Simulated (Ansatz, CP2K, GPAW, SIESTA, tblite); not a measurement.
# Random packing of Pb (141 atoms) in tblite

How near does tblite come to plane waves for random packing of Pb (141 atoms)?

Calculated with tblite 0.8.0; the method is named at each step.

**1. Starting point**

The cell holds 141 atoms: 141 Pb. Cell: a = 16.375 Å, b = 16.375 Å, c = 16.375 Å, α = 90.0°, β = 90.0°, γ = 90.0°. 141 atoms (141 Pb) packed at random in a cube at 11 g/cm³ and pushed apart as soft spheres; a start for melting by ab initio MD, not an equilibrated structure. Then every atom was moved at random, 0.03 Å r.m.s. a Cartesian component.

The yardstick, on the same geometry:

```
method                 : Kohn-Sham DFT, PBE, PAW, plane waves (Ansatz 0.2.0); cutoff 420 eV, Γ point, fermi-dirac smearing of 0.05 eV; PAW set soft_2
r.m.s. force component : 1.159 eV/Å
longest force          : 4.235 eV/Å
pressure               : 12.95 GPa
SCF cycles             : 9
time                   : 2.7 min on 16 threads of Arm Neoverse N1, shared host
CPU time               : 42 min
```

**2. GFN1-xTB**

Method: GFN1-xTB tight binding, diagonalisation.

File run.py:

```python
import numpy as np
from ase.io import read
from tblite.ase import TBLite

atoms = read("structure.xyz")
atoms.calc = TBLite(method="GFN1-xTB", electronic_temperature=580, accuracy=1.0, max_iterations=250, mixer_damping=0.1, verbosity=1)
energy = atoms.get_potential_energy()
forces = atoms.get_forces()
print(f"energy {energy:.6f} eV")
print("forces (eV/A)")
for i, (a, f) in enumerate(zip(atoms, forces)):
    print(f"{i:4d} {a.symbol:2s} {f[0]:10.5f} {f[1]:10.5f} {f[2]:10.5f}")
stress = -atoms.get_stress(voigt=False) * 160.21766
print("stress (GPa, compression positive)")
for row in stress:
    print(" ".join(f"{x:10.4f}" for x in row))
print("charges (e)")
print(np.array2string(atoms.get_charges(), precision=4, suppress_small=True, max_line_width=110, threshold=100000))
```

File structure.xyz:

```xyz
141
Lattice="16.37540 0.00000 0.00000 0.00000 16.37540 0.00000 0.00000 0.00000 16.37540" Properties=species:S:1:pos:R:3 pbc="T T T"
Pb 3.47224 2.71717 11.28527
Pb 11.95093 5.41240 1.73170
Pb 1.18623 6.45797 5.34035
Pb 7.26298 4.80945 14.34321
Pb 0.76997 5.39373 12.24307
Pb 15.61951 0.33078 13.17712
Pb 2.82165 1.59939 2.22935
Pb 0.06730 6.50824 15.98812
Pb 7.32357 15.36913 10.07922
Pb 5.55093 6.20333 16.08621
Pb 4.81322 12.37260 14.99020
Pb 4.63440 4.69663 1.91085
Pb 9.36919 7.31522 2.95641
Pb 0.38564 6.83853 2.63104
Pb 7.00949 0.22549 2.99604
Pb 13.90501 0.34225 15.43381
Pb 9.46154 3.33567 10.51333
Pb 11.75868 8.31559 4.56317
Pb 12.35082 4.09156 8.23404
Pb 12.63706 3.08169 12.83831
Pb 7.85757 14.29196 7.01178
Pb 9.87486 3.82038 13.58487
Pb 14.29507 12.55764 13.17843
Pb 14.65320 4.62671 1.90200
Pb 10.51399 10.47895 11.97042
Pb 11.96911 10.67578 7.34355
Pb 5.12141 3.81105 4.60100
Pb 1.95506 14.62127 7.28492
Pb 7.55725 12.97685 14.37269
Pb 0.74934 2.05773 5.15530
Pb 12.59334 1.87777 1.25190
Pb 1.96849 7.25774 13.92253
Pb 0.71462 9.36853 4.67223
Pb 9.83179 9.59860 9.33693
Pb 3.64926 15.78752 4.67452
Pb 15.79702 10.35597 11.68581
Pb 9.93577 0.45114 15.98517
Pb 15.18278 3.09986 7.03978
Pb 8.14578 11.82353 9.92775
Pb 5.05852 0.39645 11.39548
Pb 8.49801 7.72739 15.91820
Pb 7.40266 2.00451 11.96207
Pb 7.58492 11.49095 0.58673
Pb 1.26762 11.92096 6.53133
Pb 4.32327 11.03358 7.52237
Pb 0.93192 3.71656 2.44779
Pb 5.59466 8.26368 11.00542
Pb 6.10688 0.81468 6.01812
Pb 16.23130 12.98848 15.88840
Pb 11.07124 7.78323 7.55938
Pb 3.22202 11.05274 11.89263
Pb 1.35474 10.00946 13.73339
Pb 4.31361 6.28946 5.65262
Pb 13.14191 14.41887 2.54932
Pb 1.45774 2.28944 8.51111
Pb 10.36874 1.01036 13.22788
[... 81 atom lines left out ...]
Pb 8.87072 3.49795 3.76241
Pb 2.32236 6.13684 8.73906
Pb 0.25087 16.27977 10.12163
Pb 1.27532 7.78372 10.82725
```

On the command line:

```sh
$ OMP_NUM_THREADS=1 python run.py > output.txt
```

The program printed:

```text
------------------------------------------------------------
  cycle        total energy    energy error   density error
------------------------------------------------------------
      1     -228.3142654316  -2.2806788E+02   1.9474494E-01
      2     -229.2277652562  -9.1349982E-01   1.4072272E-01
      3     -229.5591278620  -3.3136261E-01   9.1825376E-02
      4     -229.7450233288  -1.8589547E-01   4.5854724E-02
      5     -229.7882281728  -4.3204844E-02   1.7009143E-02
      6     -229.7910997311  -2.8715583E-03   9.9556573E-03
      7     -229.7922112417  -1.1115106E-03   5.6311318E-03
      8     -229.7922749263  -6.3684599E-05   4.2894132E-03
      9     -229.7923812779  -1.0635154E-04   2.9199379E-03
     10     -229.7924315267  -5.0248780E-05   1.5764879E-03
     11     -229.7924428679  -1.1341195E-05   9.0826099E-04
     12     -229.7924469909  -4.1230519E-06   5.9177575E-04
     13     -229.7924488074  -1.8164951E-06   3.8969867E-04
     14     -229.7924496706  -8.6321324E-07   2.4799898E-04
     15     -229.7924498739  -2.0329114E-07   2.0583045E-04
     16     -229.7924501235  -2.4957154E-07   7.6951663E-05
     17     -229.7924501430  -1.9554761E-08   5.3709423E-05
     18     -229.7924501464  -3.3401477E-09   3.0125450E-05
     19     -229.7924501539  -7.5067703E-09   1.7828471E-05
------------------------------------------------------------
 total:                                   6.009 sec
energy -6252.971067 eV
forces (eV/A)
   0 Pb   -1.40632   -0.51773   -1.62672
   1 Pb   -0.56277    0.37411    2.77441
   2 Pb    1.72642   -1.56586   -0.38294
   3 Pb   -0.14178   -0.82770   -1.40841
   4 Pb    0.99510   -3.77039   -0.52110
   5 Pb   -0.20082   -0.19238   -1.66258
   6 Pb    1.97929    0.63363   -0.82513
   7 Pb    0.27397   -1.97982   -0.87846
   8 Pb    1.45479   -1.50541    0.46863
   9 Pb   -1.86008    0.83070   -2.02338
  10 Pb   -0.22156    2.34741    0.13582
  11 Pb   -0.90927   -0.92213   -0.28809
  12 Pb   -0.36389   -0.58692    0.87424
  13 Pb    0.88916   -1.28862   -0.67217
  14 Pb    0.07399    2.68710    1.83823
  15 Pb   -2.97804   -1.31157   -0.11057
  16 Pb    1.25596    1.36894   -0.08745
  17 Pb   -1.61782   -0.06159    0.10331
  18 Pb   -4.14505    2.06431   -0.29566
  19 Pb    0.73907    2.11422    1.43077
  20 Pb   -1.93432   -0.54300    0.51455
  21 Pb    0.06338    1.52850    0.55892
  22 Pb    2.08414    2.04372   -0.02452
  23 Pb    0.17025   -1.13473   -0.27135
[...]
133 Pb   -1.41673   -1.33955    0.56468
 134 Pb   -2.99958   -2.25568   -1.99237
 135 Pb   -0.78733   -0.19870   -0.16934
 136 Pb   -0.20404    1.51376    1.98702
 137 Pb   -1.52961   -1.32070   -1.36844
 138 Pb    0.07090   -1.94686    1.48554
 139 Pb   -0.09380   -0.55146    0.51083
 140 Pb   -1.17238    0.06718    1.37413
stress (GPa, compression positive)
   16.3248    -0.8605    -1.1303
   -0.8605    14.9038     0.3951
   -1.1303     0.3951    15.3332
charges (e)
[-0.0454  0.1019 -0.0866 -0.1381 -0.0669 -0.0077 -0.0526 -0.0399 -0.0891  0.0764 -0.0263 -0.0613 -0.032
  0.1558 -0.0595  0.0023  0.0558  0.0497  0.0222  0.0219 -0.0793  0.0937  0.0119 -0.0709 -0.0954  0.1343
  0.0484  0.0163 -0.0328 -0.052   0.0557 -0.03   -0.0825  0.0694  0.0683  0.0139  0.0737  0.0571  0.0147
  0.1906  0.0533  0.0119 -0.0155  0.0715  0.0139  0.0046 -0.0038 -0.0022 -0.0531  0.0184 -0.0481  0.0166
  0.0862 -0.0109 -0.0218 -0.0078  0.1183  0.1472 -0.1975  0.0825 -0.0142  0.0466  0.0019  0.0398 -0.0889
 -0.0738  0.0628  0.0866 -0.1234 -0.1355  0.0222  0.0045 -0.0337  0.1077  0.0119 -0.0811 -0.072  -0.0194
 -0.0303 -0.016  -0.0512  0.0592 -0.0328  0.0081 -0.0124 -0.0153  0.0444 -0.1597  0.0143  0.026   0.0517
 -0.0156  0.0268 -0.0241  0.0085 -0.017   0.0927  0.1071 -0.0273 -0.0256  0.0924 -0.      0.0741  0.0315
  0.0718  0.0061 -0.1141 -0.0438  0.057  -0.1289  0.1303 -0.187   0.0673  0.0509  0.076  -0.007  -0.0982
  0.0075  0.0818  0.1173 -0.1108  0.1285  0.001  -0.0023  0.0647 -0.0838 -0.0588 -0.1216 -0.0645  0.0177
 -0.0532 -0.2333  0.0247  0.0583  0.039   0.0549 -0.0776 -0.0802  0.0526 -0.1268  0.0834]
```

Elapsed: 7 s, on 1 thread of Arm Neoverse N1, shared host; peak memory 0.24 GiB.

Banners, paths, timers and routine set-up lines are dropped from the logs unmarked, and long logs keep their key lines alone; longer cuts are marked.

Numbers from this run, and their distance from the reference:

```yaml
r_m_s_force_component: 1.505 eV/Å
r_m_s_difference_of_force_components: 420.1 meV/Å
longest_difference_of_force_vectors: 1309 meV/Å
force_difference_over_r_m_s_force: 36.23 %
slope_of_forces_against_the_reference_s: 1.277
correlation_of_force_components: 0.9836
pressure: 15.52 GPa
pressure_difference: 2.575 GPa
```

Local excerpt of 14 atoms (numbers count through the whole input) about Pb132, whose charge lies farthest from its element's mean; x, y, z are measured from there.

| atom | x | y | z | distance (Å) | Mulliken charge (e) | Fx | Fy | Fz (eV/Å) |
| --- | --- | --- | --- | --- | --- | --- | --- | --- |
| Pb132 | 0.00 | 0.00 | 0.00 | 0.00 | -0.23 | 1.41 | 1.69 | 1.18 |
| Pb84 | 1.09 | -2.46 | 0.79 | 2.80 | 0.01 | 0.16 | -0.42 | 3.30 |
| Pb109 | -1.70 | 0.44 | -2.24 | 2.84 | 0.06 | -2.54 | -0.34 | -1.06 |
| Pb37 | -1.49 | 2.70 | 0.24 | 3.09 | 0.07 | 1.43 | 0.96 | 1.21 |
| Pb136 | 0.82 | 0.19 | -3.36 | 3.46 | 0.05 | -0.79 | -0.20 | -0.17 |
| Pb16 | 2.48 | 2.59 | -0.31 | 3.60 | 0.00 | -2.98 | -1.31 | -0.11 |
| Pb54 | 1.72 | 0.29 | 3.18 | 3.63 | -0.01 | -1.39 | 1.53 | 0.20 |
| Pb118 | -1.90 | 1.18 | 3.22 | 3.92 | 0.01 | 1.00 | -1.32 | -1.35 |
| Pb111 | 1.08 | -3.59 | -1.79 | 4.15 | 0.13 | -1.01 | -1.35 | -0.26 |
| Pb23 | 2.87 | -1.57 | -2.57 | 4.16 | 0.01 | 2.08 | 2.04 | -0.02 |
| Pb56 | -1.05 | 3.26 | -2.52 | 4.25 | -0.01 | -1.08 | -0.08 | -1.60 |
| Pb29 | -3.86 | -1.15 | -1.37 | 4.26 | -0.03 | -0.03 | 0.14 | -0.04 |
| Pb115 | -1.76 | -3.91 | -0.49 | 4.32 | 0.08 | 0.06 | 2.27 | -0.17 |
| Pb130 | -4.04 | 1.62 | 0.86 | 4.43 | 0.02 | -1.49 | -1.39 | -2.04 |

Atoms are counted from 1 here, from 0 in the log.

Forces lie 36 % from the reference's, at 0.0028 times its CPU time (on 1 against 16 cores).

**3. Results**

| Quantity | Value |
| --- | --- |
| force difference from the reference | tblite GFN1-xTB, 36 % |
| its CPU time | 6.9 s |

Tight binding differs by 36 % (tblite GFN1-xTB); it is another model, with fitted parameters of its own, and the xTB methods hold dispersion. One electronic-structure run takes under half the reference's CPU time: tblite GFN1-xTB, at 36 % in 6.9 s against 42 min; its pressure misses by +2.6 GPa. Periodic xTB results under one method name differ between programs and library versions. The reference's pressure of 13 GPa belongs to a cell and atoms that aren't relaxed at this level. The electronic-structure runs sample only Γ, in a cell whose shortest periodic width is 16 Å, which is coarse for a cell with partly filled levels. Spin–orbit coupling is left out, which matters for the levels of the heavy elements.

[Also dropped from logs without a mark: logging warnings of Python, and SIESTA's first energy breakdown and zero terms.]

[Logs are printed without paths, hosts, clocks, repeated set-up lines and the standing remarks that a program may print on its own settings, such as how far it seeks lower states.]

[Hosts, paths, dates, database ids (printed as entryN), source tags and the programs' standing remarks are cut or masked in the printed files.]
